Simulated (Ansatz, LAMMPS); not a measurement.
# Relaxing amorphous 86SiO2-14P2O5 (mol %) (100 atoms)

How does amorphous 86SiO2-14P2O5 (mol %) (100 atoms) relax, and what do bonds, charges and levels look like afterwards?

Program: Ansatz 0.2.0. Level of theory: Kohn-Sham DFT, PBE, PAW (set soft_2), plane waves. Results are calculated unless marked as measured.

### Step 1. The starting structure

The cell holds 100 atoms: 24 Si, 8 P and 68 O. Its edges and angles: a = 11.399 Å, b = 11.399 Å, c = 11.399 Å, α = 90.0°, β = 90.0°, γ = 90.0°. 100 atoms (24 Si, 8 P, 68 O) placed at random at 2.25 g/cm³, melted at 5000 K for 10 ps at fixed volume with the Morse and Coulomb pair potential with partial charges (Pedone, Malavasi, Menziani, Cormack and Segre, J. Phys. Chem. B 110, 11780 (2006)). Quenched from 5000 K to 300 K at 50 K/ps and fixed volume, held 5 ps, then minimised at fixed cell.

Before any run, some limits are plain. The quench rate of 50 K/ps is orders of magnitude faster than experiment, which tends to freeze in extra defects. The network of bonds at the start is that of the classical potential that made the cell. Sampling is at Γ alone, for a cell whose shortest periodic width is 11 Å.

### Step 2. How the cell was made

A classical potential supplies the starting structure, since it reaches far longer times than DFT.

This step: classical MD, Morse and Coulomb pair potential with partial charges (Pedone, Malavasi, Menziani, Cormack and Segre, J. Phys. Chem. B 110, 11780 (2006)) (LAMMPS 22 Jul 2025 - Update 4).

Input file in.lmp:

```
# melt-quench of Si24P8O68
units metal
atom_style charge
boundary p p p
region box block 0 11.3993 0 11.3993 0 11.3993
create_box 3 box
mass 1 28.0850   # Si
mass 2 30.9738   # P
mass 3 15.9990   # O
create_atoms 1 random 24 38122 NULL overlap 1.5 maxtry 2000
create_atoms 2 random 8 38129 NULL overlap 1.5 maxtry 2000
create_atoms 3 random 68 38136 NULL overlap 1.5 maxtry 2000
pair_style hybrid/overlay pedone 5.5 coul/long 8.0
pair_coeff * * coul/long
pair_coeff 1 3 pedone 0.340554 2.006700 2.100000 1   # Si-O
pair_coeff 2 3 pedone 0.831326 2.585833 1.800790 1   # P-O
pair_coeff 3 3 pedone 0.042395 1.379316 3.618701 22   # O-O
set type 1 charge 2.4
set type 2 charge 3
set type 3 charge -1.2
kspace_style pppm 1.0e-4
neigh_modify delay 0 every 1 check yes
thermo_style custom step time temp pe press density
thermo_modify norm yes
timestep 0.002
thermo 100
min_style cg
minimize 1e-4 1e-4 200 2000
reset_timestep 0
velocity all create 5000 38123 mom yes dist gaussian
fix lim all nve/limit 0.05
fix lan all langevin 5000 5000 0.2 38124 zero yes
thermo 500
run 1000 post no
# [... 10 lines left out ...]
thermo 1250
fix md all nvt temp 300 300 0.2
run 2500 post no
unfix md
thermo 100
min_style cg
minimize 0 1e-3 2000 20000
write_dump all custom glass.dump id type xs ys zs modify sort id
```

The run is started by

```
> lmp -in in.lmp -log none -nocite
```

Numbers of over 12 decimals in the logs are rounded to 6 here.

Output:

```text
LAMMPS (22 Jul 2025 - Update 4)
Created orthogonal box = (0 0 0) to (11.3993 11.3993 11.3993)
Created 24 atoms
Created 8 atoms
Created 68 atoms
PPPM initialization ...
  G vector (1/distance) = 0.37825847
  grid = 12 12 12
  estimated relative force accuracy = 8.432352e-05
   Step          Time           Temp          PotEng         Press         Density
         0   0              0             -2.3624944      395604.56      2.2529898
       100   0.2            0             -18.904282     -32007.362      2.2529898
       106   0.212          0             -18.920045     -31005.275      2.2529898
[... 39 lines left out ...]
     55000   110            265.84593     -19.182581     -17317.916      2.2529898
     55500   111            324.39773     -19.186974     -15245.475      2.2529898
Loop time of 1.02273 s on 1 MPI rank(s) for 2500 steps with 100 atoms
   Step          Time           Temp          PotEng         Press         Density
     55500   111            324.39773     -19.186974     -15245.475      2.2529898
     55522   111.044        324.39773     -19.218666     -14938.618      2.2529898
Loop time of 0.0410193 s on 1 MPI rank(s) for 22 steps with 100 atoms
Minimization stats:
  Stopping criterion = linesearch alpha is zero
  Energy initial, next-to-last, final =
     -19.1869736948114  -19.2186661395617  -19.2186661395617
  Force two-norm initial, final = 13.52144 0.5449065
  Iterations, force evaluations = 22 77
```

Elapsed: 25 s, on 1 thread of Arm Neoverse V1, shared host; peak memory 0.072 GiB.

### Step 3. Single point at the start

The forces at the start show how far the geometry lies from a minimum of this functional.

Input file input.yaml:

```yaml
crystal:
  lattice:
    - [11.3993, 0.0, 0.0]
    - [0.0, 11.3993, 0.0]
    - [0.0, 0.0, 11.3993]
  atoms:
    - { symbol: Si, position: [0.73794, 0.46671, 0.48781] }
    - { symbol: Si, position: [0.5358, 0.94759, 0.16338] }
    - { symbol: Si, position: [0.48121, 0.5914, 0.51945] }
    - { symbol: Si, position: [0.92071, 0.63208, 0.61749] }
    - { symbol: Si, position: [0.72308, 0.8585, 0.35015] }
    - { symbol: Si, position: [0.0557, 0.50732, 0.83128] }
    - { symbol: Si, position: [0.86225, 0.50384, 0.05029] }
    - { symbol: Si, position: [0.05272, 0.9422, 0.16678] }
    - { symbol: Si, position: [0.38842, 0.85151, 0.94857] }
    - { symbol: Si, position: [0.53878, 0.71272, 0.76176] }
    - { symbol: Si, position: [0.92926, 0.08831, 0.97549] }
    - { symbol: Si, position: [0.30288, 0.95789, 0.26926] }
    - { symbol: Si, position: [0.37799, 0.68768, 0.2914] }
    - { symbol: Si, position: [0.68212, 0.29676, 0.6983] }
    - { symbol: Si, position: [0.13048, 0.55579, 0.31977] }
    - { symbol: Si, position: [0.84855, 0.07346, 0.7269] }
    - { symbol: Si, position: [0.73365, 0.84218, 0.62748] }
    - { symbol: Si, position: [0.62232, 0.48251, 0.90579] }
    - { symbol: Si, position: [0.41261, 0.50078, 0.09089] }
    - { symbol: Si, position: [0.29864, 0.07867, 0.81851] }
    - { symbol: Si, position: [0.79512, 0.32547, 0.25076] }
    - { symbol: Si, position: [0.22927, 0.3302, 0.20417] }
    - { symbol: Si, position: [0.26352, 0.17591, 0.44477] }
    - { symbol: Si, position: [0.13964, 0.26674, 0.94488] }
    - { symbol: P, position: [0.47968, 0.12962, 0.61279] }
    - { symbol: P, position: [0.11536, 0.80456, 0.51583] }
    - { symbol: P, position: [0.89667, 0.08096, 0.34658] }
    - { symbol: P, position: [0.92507, 0.70561, 0.22653] }
    - { symbol: P, position: [0.23745, 0.45733, 0.54886] }
    - { symbol: P, position: [0.09947, 0.04791, 0.63072] }
    - { symbol: P, position: [0.20796, 0.64961, 0.9921] }
    - { symbol: P, position: [0.68362, 0.16512, 0.0738] }
    - { symbol: O, position: [0.49062, 0.65251, 0.64364] }
    - { symbol: O, position: [0.01632, 0.19372, 0.94608] }
    - { symbol: O, position: [0.79504, 0.96456, 0.65917] }
    - { symbol: O, position: [0.27288, 0.03126, 0.38109] }
    - { symbol: O, position: [0.62528, 0.05204, 0.11775] }
    - { symbol: O, position: [0.44711, 0.7785, 0.84487] }
    - { symbol: O, position: [0.9814, 0.8176, 0.17778] }
    - { symbol: O, position: [0.0056, 0.62443, 0.29868] }
    - { symbol: O, position: [0.70953, 0.83143, 0.48526] }
    - { symbol: O, position: [0.40077, 0.10792, 0.72156] }
    - { symbol: O, position: [0.16311, 0.12538, 0.54367] }
    - { symbol: O, position: [0.24273, 0.18747, 0.88613] }
    - { symbol: O, position: [0.1515, 0.51306, 0.45921] }
    - { symbol: O, position: [0.63225, 0.80612, 0.71527] }
    - { symbol: O, position: [0.54922, 0.02449, 0.57923] }
    - { symbol: O, position: [0.61502, 0.87569, 0.26017] }
    - { symbol: O, position: [0.0903, 0.92, 0.58645] }
    - { symbol: O, position: [0.56294, 0.23007, 0.64763] }
    - { symbol: O, position: [0.3971, 0.16651, 0.51292] }
    - { symbol: O, position: [0.98794, 0.03672, 0.25821] }
    - { symbol: O, position: [0.35223, 0.82316, 0.27421] }
    - { symbol: O, position: [0.79688, 0.98885, 0.33839] }
    - { symbol: O, position: [0.59557, 0.60701, 0.84] }
    - { symbol: O, position: [0.36358, 0.50381, 0.52753] }
    - { symbol: O, position: [0.86582, 0.03764, 0.86344] }
    - { symbol: O, position: [0.1965, 0.48134, 0.67075] }
    - { symbol: O, position: [0.00702, 0.99459, 0.04302] }
    - { symbol: O, position: [0.17608, 0.28499, 0.08145] }
    - { symbol: O, position: [0.12651, 0.6471, 0.0945] }
    - { symbol: O, position: [0.77452, 0.1924, 0.72499] }
    - { symbol: O, position: [0.73441, 0.36692, 0.58666] }
    - { symbol: O, position: [0.30273, 0.55547, 0.01176] }
    - { symbol: O, position: [0.2449, 0.23887, 0.31084] }
    - { symbol: O, position: [0.13979, 0.61754, 0.88147] }
    - { symbol: O, position: [0.1885, 0.03682, 0.73396] }
    - { symbol: O, position: [0.42248, 0.01484, 0.21221] }
    - { symbol: O, position: [0.85691, 0.20424, 0.30626] }
    - { symbol: O, position: [0.4581, 0.66407, 0.40257] }
    - { symbol: O, position: [0.86504, 0.39886, 0.152] }
    - { symbol: O, position: [0.08615, 0.8335, 0.39062] }
    - { symbol: O, position: [0.27541, 0.76624, 0.98538] }
    - { symbol: O, position: [0.97155, 0.55256, 0.72415] }
    - { symbol: O, position: [0.95543, 0.50246, 0.94862] }
    - { symbol: O, position: [0.25111, 0.62522, 0.30228] }
    - { symbol: O, position: [0.81526, 0.13473, 0.05446] }
    - { symbol: O, position: [0.48299, 0.87329, 0.05328] }
    [... 16 atom lines left out ...]
    - { symbol: O, position: [0.18989, 0.95194, 0.18193] }
    - { symbol: O, position: [0.9878, 0.09051, 0.69017] }
    - { symbol: O, position: [0.24227, 0.32841, 0.51554] }
    - { symbol: O, position: [0.23853, 0.76686, 0.5356] }
    - { symbol: O, position: [0.87237, 0.6259, 0.13091] }
    - { symbol: O, position: [0.64954, 0.39133, 0.79821] }
kpoints:
  mp_grid: { grid: [1, 1, 1] }
hamiltonian:
  xc: pbe
scf:
  occupations: { method: fermi_dirac, width: 0.025 }
output:
  forces: true
```

The run is started by

```
> ansatz run input.yaml --threads 4 --pin off --max-ram 8192MiB --backend cpu --events-out ev --progress --plain --runs-dir out
```

Output:

```text
Engine: ansatz 0.2.0, aarch64-unknown-linux-gnu
Pseudopotentials: kind: paw
Pseudopotential: Si, paw, valence charge 4, recommended cutoff 420 eV (normal), Si.paw.azcp
Pseudopotential: P, paw, valence charge 5, recommended cutoff 420 eV (normal), P.paw.azcp
Pseudopotential: O, paw, valence charge 6, recommended cutoff 420 eV (normal), O.paw.azcp
[... 5 lines on functional and potentials left out ...]
Crystal: 100 atoms, lattice volume = 1481.271 Å³
Basis set: ecut = 420 eV, 28887 PW (Γ), exchange–correlation on 160×160×160 points (8 copies of the dense FFT grid, shifted against one another)
Bands: 372, of which v1, the nominal top of the filled ones, is band 272 counted from 1 (271 counted from 0)
Symmetry: 1 space group operations
Space group: P1 (ITA 1), of the structure as read, at distance tolerance 1.1e-4 Å
k-points: 1
[... 7 lines on functional and potentials left out ...]
Initial density: superposition of atomic densities (neutral atoms: chi_scale 0, normalization atom), corrected by the library's trained network
Initial wavefunctions: pseudopotential atomic-orbital guess
Functional: x = pbe(κ = 0.804, μ = 0.219515), c = pbe(β = 0.066725)
SCF iter   1: F=—  HF=-59967.815567 eV  |F-HF|=—  |Δ(HF+E_count)|=         —  Δρ=3.18e-3  dr2=2.22e-1  ethr=1.77e-3  ⟨swp⟩=7.0  Hψ=1957  notcnv=0  defer=73
preconditioner: auto → Resta (q_TF=auto, 2.309 Å⁻¹)  ε∞=2.9  [insulator: Δε(μ)=3.173 eV  Ē_g=16.418 eV  σ=0.025 eV  W_gap=1.00  n_scr=304 (ndim 8)  ℏωp=22.5 eV  f_vac=0.245  D(μ)=0.00/eV (n_scr^D=0)  ε∞_Penn≈2.9]
SCF iter   2: F=—  HF=-59967.774965 eV  |F-HF|=—  |Δ(HF+E_count)|=   4.06e-2  Δρ=1.59e-3  dr2=4.75e-2  ethr=4.08e-5  ⟨swp⟩=3.0  Hψ=662  notcnv=0  defer=92
SCF iter   3: F=—  HF=-59967.767467 eV  |F-HF|=—  |Δ(HF+E_count)|=   7.50e-3  Δρ=6.66e-4  dr2=1.46e-2  ethr=8.74e-6  ⟨swp⟩=3.0  Hψ=499  notcnv=0  defer=35
automatic band count: iteration 3 solves 315 bands in place of 372: the levels show a gap, and the empty bands left out lie too high to hold charge; the band table lists the bands solved (type scf.n_extra_bands for more)
SCF iter   4: F=—  HF=-59967.763525 eV  |F-HF|=—  |Δ(HF+E_count)|=   3.94e-3  Δρ=2.84e-4  dr2=1.39e-3  ethr=2.67e-6  ⟨swp⟩=3.0  Hψ=511  notcnv=0  defer=35
SCF iter   5: F=—  HF=-59967.763331 eV  |F-HF|=—  |Δ(HF+E_count)|=   1.94e-4  Δρ=1.50e-4  dr2=3.00e-4  ethr=2.55e-7  ⟨swp⟩=3.0  Hψ=582  notcnv=0  defer=35
SCF iter   6: F=—  HF=-59967.763311 eV  |F-HF|=—  |Δ(HF+E_count)|=   2.00e-5  Δρ=3.88e-5  dr2=2.08e-5  ethr=5.52e-8  ⟨swp⟩=3.0  Hψ=547  notcnv=0  defer=35
SCF iter   7: F=—  HF=-59967.763382 eV  |F-HF|=—  |Δ(HF+E_count)|=   7.03e-5  Δρ=2.36e-5  dr2=6.96e-6  ethr=3.83e-9  ⟨swp⟩=3.0  Hψ=604  notcnv=0  defer=35
SCF iter   8: F=—  HF=-59967.763381 eV  |F-HF|=—  |Δ(HF+E_count)|=   7.85e-7  Δρ=6.68e-6  dr2=6.46e-7  ethr=1.28e-9  ⟨swp⟩=3.0  Hψ=497  notcnv=0  defer=35
SCF iter   9: F=-59967.763381 eV  HF=-59967.763381 eV  |F-HF|=4.12e-8  |Δ(HF+E_count)|=   5.60e-8  Δρ=2.38e-6  dr2=8.34e-8  ethr=1.84e-11  ⟨swp⟩=4.0  Hψ=1318  notcnv=0
SCF 1 converged in 9 iterations: F = -59967.763381 eV  dr2 = 8.34e-8
  greatest PAW one-centre occupation: 0.874 electrons in one spin orbital (limit 2), on the O atom at site 82 (counted from 0), in its partial waves of l = 0
SCF converged after 9 iterations
Free energy (F): -59967.763381 eV
Harris-Foulkes:  -59967.763381 eV  (|F-HF|=4.12e-8)
Internal energy: -59967.763381 eV  (E = F + TS)
E sigma→0 (E₀):  -59967.763381 eV
Fermi energy:    4.842237 eV
--- Per-component energies (eV) ---
  E_band       = -3242.890828
  E_kinetic    = 13827.395847
  E_local      = -43520.557805  (includes V_loc(G=0)·N_el)
  E_nonlocal   = 4074.488497
  E_hartree    = 16533.598546
  E_xc         = -6867.453598
  E_vxc        = -8057.372524  (∫ρ·V_xc dr)
  E_paw        = -27682.841922  (= ΣΔE_a)
  E_vpaw       = -2634.219046  (= ΣTr[D̂ρ^β])
  E_aug_tail   = 0.174918  (compensation charges beyond the density's cutoff)
  E_ewald      = -16332.567864
  E_smearing   = -0.000000  (= −TS)
  E_closure    = -0.000000  (closes the sum)
  Σ components = -59967.763381   (vs F -59967.763381, Δ=0.00e0)
--- Forces (eV/Å), atoms counted from 1 ---
  atom   1  Si    -0.56432739     0.14469783     0.77111531
  atom   2  Si    -0.17214310     0.95153656    -0.20471709
  atom   3  Si    -0.81000963    -1.60133971    -0.16491375
  atom   4  Si     0.34836040     1.55189590    -0.60415183
  atom   5  Si     2.35260394     2.10034616    -0.94140425
  atom   6  Si    -0.25090370     0.43068696     1.76608421
  atom   7  Si     0.10062683    -0.79818961     0.16931650
  atom   8  Si    -1.42015562     1.17929819     1.35332410
  atom   9  Si     0.04032236    -0.92120590     0.16883852
  atom  10  Si     0.44363479    -1.23540679    -0.01634177
  atom  11  Si    -0.84349898     1.05527901     0.89993282
  atom  12  Si     0.69592771    -0.75532702     0.39568261
  atom  13  Si    -1.72947667    -1.77997668    -1.06789389
  atom  14  Si    -0.78117022    -0.41195269    -1.02613593
[...]
atom  99  O     -0.44983396     0.79274009    -0.16622103
  atom 100  O     -0.26242334    -0.25147536     0.54724231
  max |Σ_I F_I| component: 7.44e-5 eV/Å
```

Wall time 15 s (4 threads of Arm Neoverse V1, shared host); peak memory 1.8 GiB; 55 s of CPU time.

The column dr2 measures how far the density is from self-consistency, as an energy; F and HF (Harris–Foulkes) agree once it is small.

Read from the output:

* free energy: -59967.7634 eV
* free energy per atom: -599.6776 eV/atom
* SCF cycles: 9
* r.m.s. force component: 0.995 eV/Å
* longest force: 4.9 eV/Å
* Fermi energy: 4.842 eV

The r.m.s. force component of 0.99 eV/Å sets the starting point.

Neighbours are counted within 2.16 Å (O-Si), 1.98 Å (O-P).

Length of the force by element and coordination:

```tsv
element	coordination	atoms	mean length of the force (eV/Å)	spread	least	most
O	all	68	1.24	0.729	0.210	3.75
O	1	7	0.636	0.234	0.210	0.899
O	2	61	1.31	0.734	0.326	3.75
P	all	8	2.77	1.26	0.628	4.90
Si	all	24	1.67	0.778	0.580	3.29
Si	4	23	1.71	0.768	0.580	3.29
Si	5	1	0.706	0	0.706	0.706
```

(Continued in part 2 of 4.)

[Logs are printed without paths, hosts, clocks, repeated set-up lines and the standing remarks that a program may print on its own settings, such as how far it seeks lower states.]

[Hosts, paths, dates, database ids (printed as entryN), source tags and the programs' standing remarks are cut or masked in the printed files.]
